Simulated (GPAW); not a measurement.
Consider Fe8N (I4/mmm).

```
Fe N
1.0
    -2.85419    2.85419    3.09294
     2.85419   -2.85419    3.09294
     2.85419    2.85419   -3.09294
Fe N
8 1
Direct
  0.75000 0.25000 0.50000
  0.75893 0.75893 0.51786
  0.75893 0.24107 0.00000
  0.24107 0.75893 0.00000
  0.24107 0.24107 0.48214
  0.70139 0.70139 0.00000
  0.29861 0.29861 0.00000
  0.25000 0.75000 0.50000
  0.00000 0.00000 0.00000
```

Absorber: atom 1, with 8 Fe at 2.54 Å, 4 Fe at 2.87 Å, 2 Fe at 3.09 Å and 4 N at 3.25 Å (18-fold, site symmetry -4m2). Method: GPAW, LDA, excited-electron core hole (neutral cell), 18-atom cell with 5.7 Å between holes, 3×3×3 k points, dipole transitions, Gaussian full width 1.25 eV up to 4 eV, rising linearly to 3.5 eV at 25 eV.

Question: Where do the maxima of the Fe K edge fall?

Main maxima up to 30 eV above the zero (height): 4.6 eV (0.87), 9.9 eV (0.92) and 19.3 eV (1.93). A K edge sees empty p states. The weak features of the first eV are p character mixed into the empty d bands; the main 4p edge lies above them. The total-energy difference is 7091.36 eV. The tabulated edge of the element is 7112 eV. The functional leaves an error in such absolute values: in the free atom LDA prices this hole 16.1 eV below PBE (computed apart), and PBE is itself good to a few eV.

The Fe K spectrum (energy from the lowest empty level; intensity scaled to a mean of 1 over the first 20 eV; polarised curves are means over the symmetry-equivalent atoms):

```tsv
E (eV)	isotropic	ε ⊥ c	ε ∥ c
-2.0	0.00	0.00	0.00
-1.4	0.00	0.00	0.00
-0.8	0.02	0.02	0.02
-0.2	0.10	0.10	0.09
0.4	0.21	0.19	0.23
1.0	0.28	0.26	0.33
1.6	0.35	0.36	0.35
2.2	0.39	0.41	0.35
2.8	0.54	0.57	0.47
3.4	0.73	0.81	0.59
4.0	0.80	0.93	0.54
4.6	0.87	1.02	0.58
5.2	0.79	0.89	0.59
5.8	0.73	0.74	0.69
6.4	0.73	0.67	0.86
7.0	0.74	0.62	0.97
7.6	0.78	0.65	1.04
8.2	0.82	0.70	1.06
8.8	0.86	0.75	1.07
9.4	0.91	0.79	1.14
10.0	0.92	0.78	1.21
10.6	0.88	0.73	1.18
11.2	0.82	0.72	1.03
11.8	0.83	0.82	0.84
12.4	0.93	1.02	0.75
13.0	1.07	1.21	0.80
13.6	1.16	1.29	0.89
14.2	1.18	1.29	0.95
14.8	1.22	1.32	1.02
15.4	1.32	1.42	1.13
16.0	1.46	1.55	1.26
16.6	1.57	1.65	1.41
17.2	1.66	1.70	1.58
17.8	1.76	1.74	1.79
18.4	1.86	1.78	2.02
19.0	1.92	1.80	2.16
19.6	1.92	1.81	2.15
20.2	1.86	1.82	1.95
20.8	1.75	1.81	1.63
21.4	1.61	1.75	1.31
22.0	1.44	1.62	1.09
22.6	1.28	1.42	0.99
23.2	1.14	1.22	0.99
23.8	1.06	1.06	1.04
24.4	1.01	0.97	1.09
25.0	1.00	0.93	1.12
25.6	1.00	0.93	1.13
26.2	0.99	0.94	1.11
26.8	0.99	0.94	1.08
27.4	0.98	0.95	1.05
28.0	0.98	0.96	1.02
28.6	0.99	0.98	1.00
29.2	1.01	1.00	1.02
29.8	1.03	1.02	1.06
30.4	1.05	1.02	1.12
31.0	1.05	0.99	1.17
31.6	1.04	0.96	1.19
```

The hole lies in one spin channel, while the script sums the empty states of both and takes the lower zero; where the two channels are split, this blurs and shifts the curve. Quadrupole 1s→3d transitions, which feed the pre-edge, are not in the dipole spectrum. The crystal has 3 inequivalent Fe sites and not all are shown here, while a measurement adds them all. The spins start ferromagnetically in a simple order, which needn't be the measured one; gap and edge can depend on it. The holes are only 5.7 Å apart, so the shape is probably not converged with cell size; no larger cell was run here. The mesh is coarse (0.37 Å⁻¹ between points), so small maxima may be mesh ripples. Lifetime broadening is put in by hand, and intensities beyond about 20 eV depend on it and on the partial waves. The structure is a computed Materials Project entry and may be a hypothetical form.

[Banner, clock and machine lines of the logs are left out without a mark of their own.]

[Logs are printed without paths, hosts, clocks, repeated set-up lines and the standing remarks that a program may print on its own settings, such as how far it seeks lower states.]

[Hosts, paths, dates, database ids (printed as entryN), source tags and the programs' standing remarks are cut or masked in the printed files.]

[Lists of maxima count a maximum above −3 eV only where it reaches 4 % of the highest in the window and stands out from its surroundings by 2 % of it (1.5 % where it reaches 55 %); shoulders and weaker maxima are passed over, and of the rest the first, up to two pre-edge ones and the few strongest are named.]
